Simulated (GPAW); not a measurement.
## MnSi: parallel, opposed and spinless runs

Wanted: the moments of MnSi and the energy of each order that was tried.

Main program and level: GPAW 26.7.0; LDA; plane waves with GPAW's PAW setups, scalar-relativistic.

The experiments to compare with:

For MnSi, cubic B20 (bulk crystal, 0 K), “Understanding the muSR spectra of MnSi without magnetic polarons” (2014, arxiv:1405.0140) quotes earlier work: moment (static ordered moment per Mn, T to 0 K) about 0.4 μB [Rounded literature value for the low-temperature limit].

The database entry behind the starting cell differs from later determinations by our own check (0.1 to 0.3 % short, probably kX units), so it need not match the best structure at ambient conditions.

### 1. Set-up

Symmetry: P2_13, No. 198, cubic system. The conventional cell has a = 4.548 Å, b = 4.548 Å, c = 4.548 Å, α = 90.00°, β = 90.00°, γ = 90.00°. Mn has 7 Si at 2.30 to 2.53 Å nearest. Nearest to Si lie 7 Mn at 2.30 to 2.53 Å. Farther neighbours are not listed.

### 2. Start 1: ferro ++++

The parallel start comes first: it fits the smallest cell, keeps the most symmetry and shows whether parallel moments form.

order1.py

```python
import json
import numpy as np
from ase import Atoms
from ase.parallel import paropen, parprint
from gpaw import GPAW

atoms = Atoms(['Mn', 'Mn', 'Mn', 'Mn', 'Si', 'Si', 'Si', 'Si'],
    cell=[[4.548, 0.0, 0.0],
         [0.0, 4.548, 0.0],
         [0.0, 0.0, 4.548]],
    scaled_positions=[[0.138, 0.138, 0.138],
         [0.362, 0.862, 0.638],
         [0.638, 0.362, 0.862],
         [0.862, 0.638, 0.362],
         [0.846, 0.846, 0.846],
         [0.654, 0.154, 0.346],
         [0.346, 0.654, 0.154],
         [0.154, 0.346, 0.654]],
    pbc=True,
    magmoms=[3.5, 3.5, 3.5, 3.5, 0.0, 0.0, 0.0, 0.0])
atoms.calc = GPAW(mode={'name': 'pw', 'ecut': 550},
    xc='LDA',
    kpts={'size': (6, 6, 6), 'gamma': True},
    occupations={'name': 'fermi-dirac', 'width': 0.05},
    convergence={'density': 1e-05, 'energy': 1e-05},
    maxiter=200,
    symmetry={'tolerance': 1e-4},
    txt='order1.txt')
e = atoms.get_potential_energy(force_consistent=True)
res = {'free_energy': e, 'energy_sigma0': atoms.get_potential_energy(), 'fermi_energy': atoms.calc.get_fermi_level()}
res['moments'] = atoms.get_magnetic_moments().tolist()
res['total'] = atoms.get_magnetic_moment()
parprint('site moments (muB):', np.round(res['moments'], 3))
parprint(f"total moment: {res['total']:.3f} muB")
parprint(f'free energy: {e:.6f} eV')
atoms.calc.write('order1.gpw')
with paropen('results.json', 'w') as f:
    json.dump(res, f)
```

On the command line:

```
> OMP_NUM_THREADS=1 mpirun -n 8 gpaw python order1.py > order1.log
```

The runs that follow: order 2, typed as antiferro ++--; run 3 (ferri +++-); start 4: no spin polarisation; ranking. Settings of the main run: cutoff 550 eV, 6×6×6 k-mesh, fermi-dirac occupations, smearing width 0.05 eV, mesh matched on, collinear spin, starting moments 3.5 3.5 3.5 3.5 0 0 0 0 μB.

Before running: what should come out for the largest site moment?

The site moments add up to 3.30 μB, near the cell's 3.33 μB; the rest lies between the atoms. Symmetry leaves 2 kinds of site among the 8 atoms, and equivalent atoms carry values of equal size. The lowest state found is ferromagnetic, reached from the start ferro ++++, with moments up to 0.855 μB.

```
lowest state found                 : ferromagnetic (started as ferro ++++)
largest site moment                : 0.855 μB
next state                         : non-magnetic, 22.7 meV a seeded atom higher
energy gained by spin polarisation : 22.7 meV a seeded atom
```

All starts that keep moments end in one and the same state, so no two orders were compared. Spin polarisation gains little. 2 starts left the typed pattern (a sign turned or a seeded moment died), so such an energy belongs to the state reached, not the one typed. This is the lowest of 4 finished starts, no proof of the ground state. Computed site moments are spin alone, inside the augmentation sphere; measured ones also hold the orbital part and what lies outside the sphere, and fluctuations can lower them.

Comparison with the measured values:

| quantity | measured | LDA |
| --- | --- | --- |
| moment (Mn) (μB) | 0.4 | 0.86 (+113.8 %) |

Measured values from arxiv:1405.0140 (2014).

Verdict: The moment is off by +113.8 %. No cell relaxation is part of this session.

[Logs and program files are shortened in this print: banners, set-up blocks, solver, clock and traceback lines can be left out without a mark of their own.]

[Logs are printed without paths, hosts, clocks, repeated set-up lines and the standing remarks that a program may print on its own settings, such as how far it seeks lower states.]

[Hosts, paths, dates, database ids (printed as entryN), source tags and the programs' standing remarks are cut or masked in the printed files.]

[Where a cell is said to come from a database of computed structures, the database is the Materials Project.]
